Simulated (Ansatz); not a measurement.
**What KSrBr3 (built on the sites of a database entry of CsPbBr3) distorts into**

Wanted: the energy along a soft mode of KSrBr3 (built on the sites of a database entry of CsPbBr3) and the structure at the end.

Method: DFT PBEsol, scalar-relativistic, plane waves, PseudoDojo norm-conserving pseudopotentials, in Ansatz 0.2.0.

This is a report of a sequence of runs, with most program output left out.

The structure was built from a prototype and need not be the compound's stable phase.

### 1. Set-up

Symmetry: Pm-3m, No. 221, cubic system. Conventional cell: a = 5.873 Å, b = 5.873 Å, c = 5.873 Å, α = 90.00°, β = 90.00°, γ = 90.00°. K has 12 Br at 4.15 Å nearest. Sr has 6 Br at 2.94 Å nearest. Nearest to Br lie 2 Sr at 2.94 Å and 4 K at 4.15 Å. Farther neighbours and most contacts between anions are not listed.

### 2. The dispersion

The cell comes from relaxations at this level that are not shown. Stability and thermal properties need the whole zone. Linear response on a 2×2×2 q mesh gives force constants as far as a supercell of that size would, and the tensors from the zone-centre run are typed in so that the long-range dipole term is interpolated apart.

Input file input.yaml:

```yaml
crystal:
  lattice:
    - [5.8733190708, 0.0, 0.0]
    - [0.0, 5.8733190708, 0.0]
    - [0.0, 0.0, 5.8733190708]
  atoms:
    - { symbol: K, position: [0.0, 0.0, 0.0] }
    - { symbol: Sr, position: [0.5, 0.5, 0.5] }
    - { symbol: Br, position: [0.0, 0.5, 0.5] }
    - { symbol: Br, position: [0.5, 0.0, 0.5] }
    - { symbol: Br, position: [0.5, 0.5, 0.0] }
kpoints:
  mp_grid: { grid: [4, 4, 4] }
hamiltonian:
  xc: pbesol
  pseudopotentials: { kind: nc, accuracy: standard }
scf:
  occupations: { method: fixed }
output:
  eigenvalues: true
phonons:
  method: dfpt
  qmesh: [2, 2, 2]
  temperatures: { t_max: 1000, t_step: 50 }
  qpath:
    path:
      - [[0.0, 0.0, 0.0], [0.0, 0.5, 0.0], [0.5, 0.5, 0.0], [0.0, 0.0, 0.0], [0.5, 0.5, 0.5], [0.0, 0.5, 0.0]]
      - [[0.5, 0.5, 0.5], [0.5, 0.5, 0.0]]
    npoints: 10
  non_analytic_term:
    high_frequency_dielectric_tensor: [[2.7386, 0.0, 0.0], [0.0, 2.7386, 0.0], [0.0, 0.0, 2.7386]]
    born_effective_charges:
      - { species: K, tensor: [[1.314, 0.0, 0.0], [0.0, 1.314, 0.0], [0.0, 0.0, 1.314]] }
      - { species: Sr, tensor: [[2.4104, 0.0, 0.0], [0.0, 2.4104, 0.0], [0.0, 0.0, 2.4104]] }
      - { species: Br, tensor: [[-2.0009, 0.0, 0.0], [0.0, -0.8617, 0.0], [0.0, 0.0, -0.8617]] }
      - { species: Br, tensor: [[-0.8617, 0.0, 0.0], [0.0, -2.0009, 0.0], [0.0, 0.0, -0.8617]] }
      - { species: Br, tensor: [[-0.8617, 0.0, 0.0], [0.0, -0.8617, 0.0], [0.0, 0.0, -2.0009]] }
    source: "zone-centre run at this cell"
```

Run with:

```bash
$ ansatz run input.yaml --threads 8 --pin off --max-ram 14336MiB --backend cpu --events-out ev --progress --plain --runs-dir out
```

The job ended after 4.4 min (8 threads of Arm Neoverse N1, shared host; peak memory 2.6 GiB; 34 min of CPU time).

This step gave:

- gap on the k-mesh: 3.725 eV
- volume per atom: 40.52 Å³
- sum-rule residual before enforcement: 1.92e-4 eV/Å²
- lowest frequency on the path: -55.50 cm⁻¹
- point group: m-3m
- highest frequency on the path or at a solved wavevector: 208.9 cm⁻¹
- highest optical mode at the zone centre (no LO-TO term): 180.3 cm⁻¹
- lowest optical zone-centre mode: -55.5 cm⁻¹
- lowest mode on the q mesh (acoustic modes at Γ apart): -55.5 cm⁻¹

Frequencies (cm⁻¹) solved at each irreducible wavevector; negative means imaginary. Frequencies by wavevector, by row:

```
q in reciprocal lattice units  star  mode 1  mode 2  mode 3  mode 4  mode 13  mode 14  mode 15
                        0 0 0     1   -55.5   -55.5   -55.5   -20.9    180.3    180.3    180.3
                     0 0 -0.5     3   -50.8   -50.8   -20.6   -20.6    163.1    180.3    180.3
                  0 -0.5 -0.5     3   -51.7   -51.7   -42.1   -41.8    149.1    165.9    180.2
               -0.5 -0.5 -0.5     1   -54.3   -54.3   -54.3   -42.3    147.1    147.1    169.3
```

Interpolated from a 2×2×2 q mesh, with the LO-TO term (at Γ the limit along the path; where Γ stands inside the path, tables give the limit on arrival). Phonon branches along the path, in cm⁻¹:

```
    point  branch 1  branch 2  branch 3  branch 4  branch 12  branch 13  branch 14  branch 15
        Γ       -56       -56       -21       -21         59        180        180        209
  halfway       -53       -53       -19       -19         95        180        180        196
        X       -51       -51       -21       -21        149        163        180        180
  halfway       -52       -47       -38       -33        149        154        180        182
        M       -52       -52       -42       -42        149        149        166        180
  halfway       -52       -50       -30       -29         96        170        180        195
        Γ       -56       -56       -21       -21         59        180        180        209
  halfway       -52       -52       -32       -30         98        171        171        194
        R       -54       -54       -54       -42        147        147        147        169
  halfway       -52       -50       -44       -35        148        152        172        185
        X       -51       -51       -21       -21        149        163        180        180
jump to R       -54       -54       -54       -42        147        147        147        169
  halfway       -52       -52       -49       -42        148        148        159        180
        M       -52       -52       -42       -42        149        149        166        180
```

Symmetry leaves 4 wavevectors to solve. The lowest mode among them, the acoustic zeros apart, lies at Γ and is imaginary, 55.5i cm⁻¹, so the energy falls along it.

### 3. The mode frozen in, largest atomic shift 0 Å

The mode followed lies at Γ with frequency 55.5i cm⁻¹ and is 3-fold degenerate, the softest among the wavevectors solved. At small amplitude the distorted cell has space group no. 99 by a symmetry search on the positions. The undistorted cell that holds it gives the zero of energy on the same k mesh.

input.yaml, the sections that differ from step 2:

```yaml
scf:
  occupations: { method: gaussian, width: 0.02 }
output:
  forces: true
  stress: true
  eigenvalues: true
# crystal, kpoints, hamiltonian: as in step 2
# phonons: removed
```

It took 3.3 s on 8 threads; peak memory 1.2 GiB.

This step gave:

* pressure: 0.005700 GPa
* gap on the k-mesh: 3.726 eV
* energy from the undistorted cell: 0 meV/atom

At this level the gap is 3.73 eV on the k-mesh of the self-consistent run, which can miss the band edges.

### 4. The mode frozen in, largest atomic shift 0.6 Å

The atoms are moved along the unstable eigenvector, the largest shift by 0.6 Å, with the cell fixed.

input.yaml, the sections that differ from step 3:

```yaml
crystal:
  lattice:
    - [5.8733190708, 0.0, 0.0]
    - [0.0, 5.8733190708, 0.0]
    - [0.0, 0.0, 5.8733190708]
  atoms:
    - { symbol: K, position: [0.0, -0.1021568883, 0.0] }
    - { symbol: Sr, position: [0.5, 0.4966718882, 0.5] }
    - { symbol: Br, position: [0.0, 0.5270552865, 0.5] }
    - { symbol: Br, position: [0.5, -0.0004740864, 0.5] }
    - { symbol: Br, position: [0.5, 0.5270552865, 0.0] }
# kpoints, hamiltonian, scf, output: as in step 3
```

Wall time 6.8 s (8 threads); peak memory 1.2 GiB; 51 s of CPU time.

This step gave:

* pressure: 0.1444 GPa
* gap on the k-mesh: 3.834 eV
* energy from the undistorted cell: -16.36 meV/atom

The energy, extrapolated to zero smearing, is -16.36 meV/atom against the undistorted cell.

The run ends at a pressure of 0.14 GPa, with forces up to 0.16 eV/Å.

### 5. Energy along the mode, all amplitudes (two of the runs are shown above)

An imaginary frequency means negative curvature, so the energy should fall and then rise again as anharmonic terms take over.

This step gave:

- depth at the lowest point sampled: 16.36 meV/atom
- largest atomic shift at that point: 0.6 Å

The energy from the parent by largest atomic shift:

```
largest atomic shift (Å)  energy from the parent (meV/atom)
                   0.000                                  0
                   0.040                             -0.091
                   0.080                             -0.364
                   0.140                              -1.11
                   0.220                              -2.69
                   0.320                              -5.50
                   0.450                              -10.2
                   0.600                              -16.4
```

Displacement at unit largest shift by atom:

```
atom  x (Å)  y (Å)  z (Å)  size
  K1   0.00  -1.00   0.00  1.00
 Sr2   0.00  -0.03   0.00  0.03
 Br3   0.00   0.27   0.00  0.27
 Br4   0.00  -0.01   0.00  0.01
 Br5   0.00   0.27   0.00  0.27
```

The lowest of the steps tried is the last one, at 0.6 Å, 16.4 meV/atom below the parent; the bottom of the well need not coincide with a step.

### 6. Relaxing from the distorted cell

Starting from the lowest point found, all atoms and the cell are let go, so that strain and other modes of the same symmetry can join in.

input.yaml, as its differences from that of step 4:

```diff
@@ -17,3 +17,3 @@
 scf:
-  occupations: { method: gaussian, width: 0.02 }
+  occupations: { method: fixed }
 output:
@@ -22 +22,6 @@
   eigenvalues: true
+relax:
+  adjacent_minimum: "off"
+  f_tol: 0.002
+  max_steps: 120
+  cell: { stress_tol: 0.03 }
```

Run time: 58 s. Hardware: 8 threads; peak memory 1.4 GiB; 7.3 min of CPU time.

Relaxation path:

```
step  energy less that of the first step (eV)  largest force component (eV/Å)  pressure (GPa)  volume (Å³)
   1                                   0.0000                          0.1575            0.14       202.61
   2                                  -0.0147                          0.1591           -0.01       204.57
   3                                  -0.0541                          0.0911            0.05       205.64
   4                                  -0.0631                          0.0403            0.08       207.80
   5                                  -0.0631                          0.0309            0.08       208.16
   6                                  -0.0651                          0.0078           -0.02       208.30
   7                                  -0.0652                          0.0012           -0.01       208.20
  8*                                  -0.0653                          0.0012           -0.01       208.20
```

Relaxation steps marked * repeat the geometry before them on a plane-wave basis chosen anew for their cell, so energy and pressure can jump there.

Forces are held to the 8 operations that the run works with; a distortion that breaks them can't arise in this run.

```
conventional cell, symmetrised  before  after  change
                         a (Å)   5.873  5.903  +0.5 %
                         b (Å)   5.873  5.903  +0.5 %
                         c (Å)   5.873  5.976  +1.7 %
              volume (Å³/atom)   40.52  41.64  +2.8 %
```

The atoms that moved most (Å, as changes of fractional coordinates times the final cell):

```
atom     dx      dy     dz  length
  K1  0.000  -0.409  0.000   0.409
 Br3  0.000   0.181  0.000   0.181
 Br5  0.000   0.181  0.000   0.181
 Br4  0.000   0.037  0.000   0.037
 Sr2  0.000   0.010  0.000   0.010
```

Final coordinates:

```cif
data_structure
_symmetry_space_group_name_H-M 'P 1'
_symmetry_Int_Tables_number 1
_cell_length_a 5.9026
_cell_length_b 5.9760
_cell_length_c 5.9026
_cell_angle_alpha 90.000
_cell_angle_beta 90.000
_cell_angle_gamma 90.000
_cell_volume 208.20
loop_
_atom_site_label
_atom_site_type_symbol
_atom_site_fract_x
_atom_site_fract_y
_atom_site_fract_z
_atom_site_occupancy
K1 K 0.00000 0.82933 0.00000 1
Sr2 Sr 0.50000 0.49840 0.50000 1
Br3 Br 0.00000 0.55737 0.50000 1
Br4 Br 0.50000 0.00567 0.50000 1
Br5 Br 0.50000 0.55737 0.00000 1
```

Numbers from this step:

* pressure: -0.005125 GPa
* gap on the k-mesh: 3.937 eV
* volume per atom: 41.64 Å³

The distorted start has space group P4mm; the relaxation ends in P4mm.

### 7. The new phase in its own primitive cell

The relaxed structure is symmetrised, reduced to its primitive cell and relaxed tightly, as its phonons need.

input.yaml, the sections that differ from step 6:

```yaml
crystal:
  lattice:
    - [5.9025685134, 0.0, 0.0]
    - [0.0, 5.9025685134, 0.0]
    - [0.0, 0.0, 5.9759626608]
  atoms:
    - { symbol: K, position: [0.0, 0.0, 0.1706726497] }
    - { symbol: Sr, position: [0.5, 0.5, 0.5015971659] }
    - { symbol: Br, position: [0.0, 0.5, 0.4426250438] }
    - { symbol: Br, position: [0.5, 0.5, 0.9943286103] }
    - { symbol: Br, position: [0.5, 0.0, 0.4426250438] }
relax:
  adjacent_minimum: "off"
  f_tol: 0.001
  max_steps: 60
  cell: { stress_tol: 0.01 }
# kpoints, hamiltonian, scf, output: as in step 6
```

It took 44 s on 8 threads; peak memory 1.4 GiB.

Little changed from the start: no atom moved by 0.005 Å and no cell edge by 0.1 %.

This step gave:

* pressure: -7.01e-5 GPa
* gap on the k-mesh: 3.938 eV
* volume per atom: 41.63 Å³
* direct gap on mesh: 4.192 eV

The largest force component left is 0.086 meV/Å and the pressure is 0.000 GPa, within the tolerances set. The cell now holds 41.63 Å³/atom.

### 8. Modes of the new phase

A relaxed structure may still be a saddle point, so its zone-centre modes are computed. The response to a homogeneous field gives the Born charges and the dielectric tensor.

input.yaml, the sections that differ from step 7:

```yaml
crystal:
  lattice:
    - [5.9038701298, 0.0, 0.0]
    - [0.0, 5.9038701298, 0.0]
    - [0.0, 0.0, 5.9724551963]
  atoms:
    - { symbol: K, position: [0.0, 0.0, 0.1709215052] }
    - { symbol: Sr, position: [0.5, 0.5, 0.5013095312] }
    - { symbol: Br, position: [0.0, 0.5, 0.4427450768] }
    - { symbol: Br, position: [0.5, 0.5, 0.9941273235] }
    - { symbol: Br, position: [0.5, 0.0, 0.4427450768] }
output:
  eigenvalues: true
phonons:
  method: dfpt
  dielectric: true
  rigid_motions: translations
# kpoints, hamiltonian, scf: as in step 7
# relax: removed
```

The job ended after 3.6 min (8 threads; peak memory 3.4 GiB; 27 min of CPU time).

This step gave:

```yaml
sum_rule_residual_before_enforcement: 1.09e-4 eV/Å²
miss_of_the_charge_sum_rule: 0.009829 e
estimated_error_of_the_dielectric_tensor: 0.007401
estimated_error_of_the_born_charges: 0.01949 e
point_group: 4mm
highest_optical_mode_at_the_zone_centre_no_lo_to_term: 166.9 cm⁻¹
lowest_optical_zone_centre_mode: -16.92 cm⁻¹
mean_high_frequency_dielectric_constant: 2.633
largest_born_charge_third_of_the_trace: 2.415 e
top_of_the_zone_centre_spectrum_with_the_field: 197.0 cm⁻¹
```

Without the LO-TO term. Patterns of degenerate modes are one choice out of their space. Modes at Γ, with each element's share of the kinetic energy (negative means imaginary):

```
mode  frequency (cm⁻¹)  symmetry  K %  Sr %  Br %
   1             -16.9         E   21     0    79
   2             -16.9         E   21     0    79
   3               0.0  acoustic   11    24    65
   4               0.0  acoustic   11    24    65
   5               0.0  acoustic   11    24    65
   6              39.2        B1    0     0   100
   7              56.1        A1    7    35    58
   8              59.5         E    2    33    65
   9              59.5         E    2    33    65
  10              69.3        A1   82     0    18
  11              73.3         E   66     1    33
  12              73.3         E   66     1    33
  13             158.0        A1    0    41    59
  14             166.9         E    0    42    58
  15             166.9         E    0    42    58
```

Displacements in mode 2 (-16.9 cm⁻¹), the largest set to 1:
```
K1  -0.84 -0.01  0.00
Sr2 -0.03  0.00  0.00
Br3  0.00 -0.01  0.00
Br4  1.00  0.01  0.00
Br5 -0.55  0.00  0.00
```

Displacements in mode 6 (39.2 cm⁻¹), the largest set to 1:
```
K1   0.00  0.00  0.00
Sr2  0.00  0.00  0.00
Br3  0.00  0.00  1.00
Br4  0.00  0.00  0.00
Br5  0.00  0.00 -1.00
```

Optical modes at the zone centre, without and with the macroscopic field of the longitudinal modes; each column is sorted by frequency, so a row need not hold one and the same mode. Modes with and without the field, by row:

```
rank among optical modes  no field (cm⁻¹)  q along (1, 0, 0) (cm⁻¹)  q along (0, 0, 1) (cm⁻¹)
                       1            -16.9                     -16.9                     -16.9
                       2            -16.9                      17.7                     -16.9
                       3             39.2                      39.2                      39.2
                       4             56.1                      56.1                      57.4
                       5             59.5                      59.5                      59.5
                       6             59.5                      62.2                      59.5
                       7             69.3                      69.3                      73.3
                       8             73.3                      73.3                      73.3
                       9             73.3                      93.9                      85.8
                      10              158                       158                     166.9
                      11            166.9                     166.9                     166.9
                      12            166.9                       197                     192.7
```

Born charge (rows field, columns displacement) (e), principal values of the symmetric part by kind of site:

```
atom  atoms with these values    low  middle   high   mean
  K1                        1   0.98    1.30   1.30   1.19
 Sr2                        1   2.37    2.37   2.51   2.42
 Br3                        2  -1.91   -0.94  -0.70  -1.18
 Br4                        1  -2.08   -0.82  -0.82  -1.24
```

In full for Sr2:

```
2.37 0.00 0.00
0.00 2.37 0.00
0.00 0.00 2.51
```

High-frequency dielectric tensor:

```
2.65 0.00 0.00
0.00 2.65 0.00
0.00 0.00 2.59
```

Transverse modes; imaginary modes are left out. Lines of the infrared spectrum (strongest = 100):

```
position (cm⁻¹)  label  relative intensity
             39     B1                 0.0
             56     A1                 3.2
             60      E                  13
             69     A1                  20
             73      E                  42
            158     A1                  58
            167      E                 100
```

Before it was imposed, the acoustic sum rule was missed by 1.1e-4 eV/Å² and the charge sum rule by 0.0098 e. Small misses are needed for a sound result but don't prove that mesh and cutoff are converged. The lowest optical mode is imaginary, 16.9i cm⁻¹, so the energy falls along it.

### 9. Results

```json
{
  "unstable mode of the parent": "q = (0, 0, 0), 56i cm⁻¹",
  "depth at the lowest point sampled": "16.4 meV/atom",
  "largest atomic shift at that point": "0.6 Å",
  "space group reached (within 0.01 Å)": "P4mm",
  "energy gained over the parent (first relaxation, on the mesh of the frozen mode)": "29.4 meV/atom",
  "volume per atom, phase reached": "41.6 Å³",
  "gap on the k-mesh, phase reached": "3.94 eV",
  "lowest optical zone-centre mode, phase reached": "-16.9 cm⁻¹",
  "highest optical mode at the zone centre (no LO-TO term), phase reached": "167 cm⁻¹"
}
```

**Reading.** Along this mode the structure falls into P4mm, 29.4 meV/atom below the parent. At the parent's cell the well is 16.36 meV/atom deep on the steps tried, with its lowest point at a shift of 0.6 Å. That is the last step tried, so the steps alone don't bracket the bottom of the well. Relaxing atoms and cell changes the gain by +13.06 meV/atom against the lowest step (energies at zero smearing). The new phase still has an imaginary mode at the zone centre of its cell, so it is a saddle point on the way to a lower structure. Of the 6 patterns followed to their end from this parent, this one ends 47.5 meV/atom above the lowest, Imma. Each path keeps the symmetry of its pattern, so a lower phase may lie along a pattern not tried. The starting cell was built on a prototype and not taken from a measurement, so the phase need not exist.

[Logs are printed without paths, hosts, clocks, repeated set-up lines and the standing remarks that a program may print on its own settings, such as how far it seeks lower states.]

[Hosts, paths, dates, database ids (printed as entryN), source tags and the programs' standing remarks are cut or masked in the printed files.]
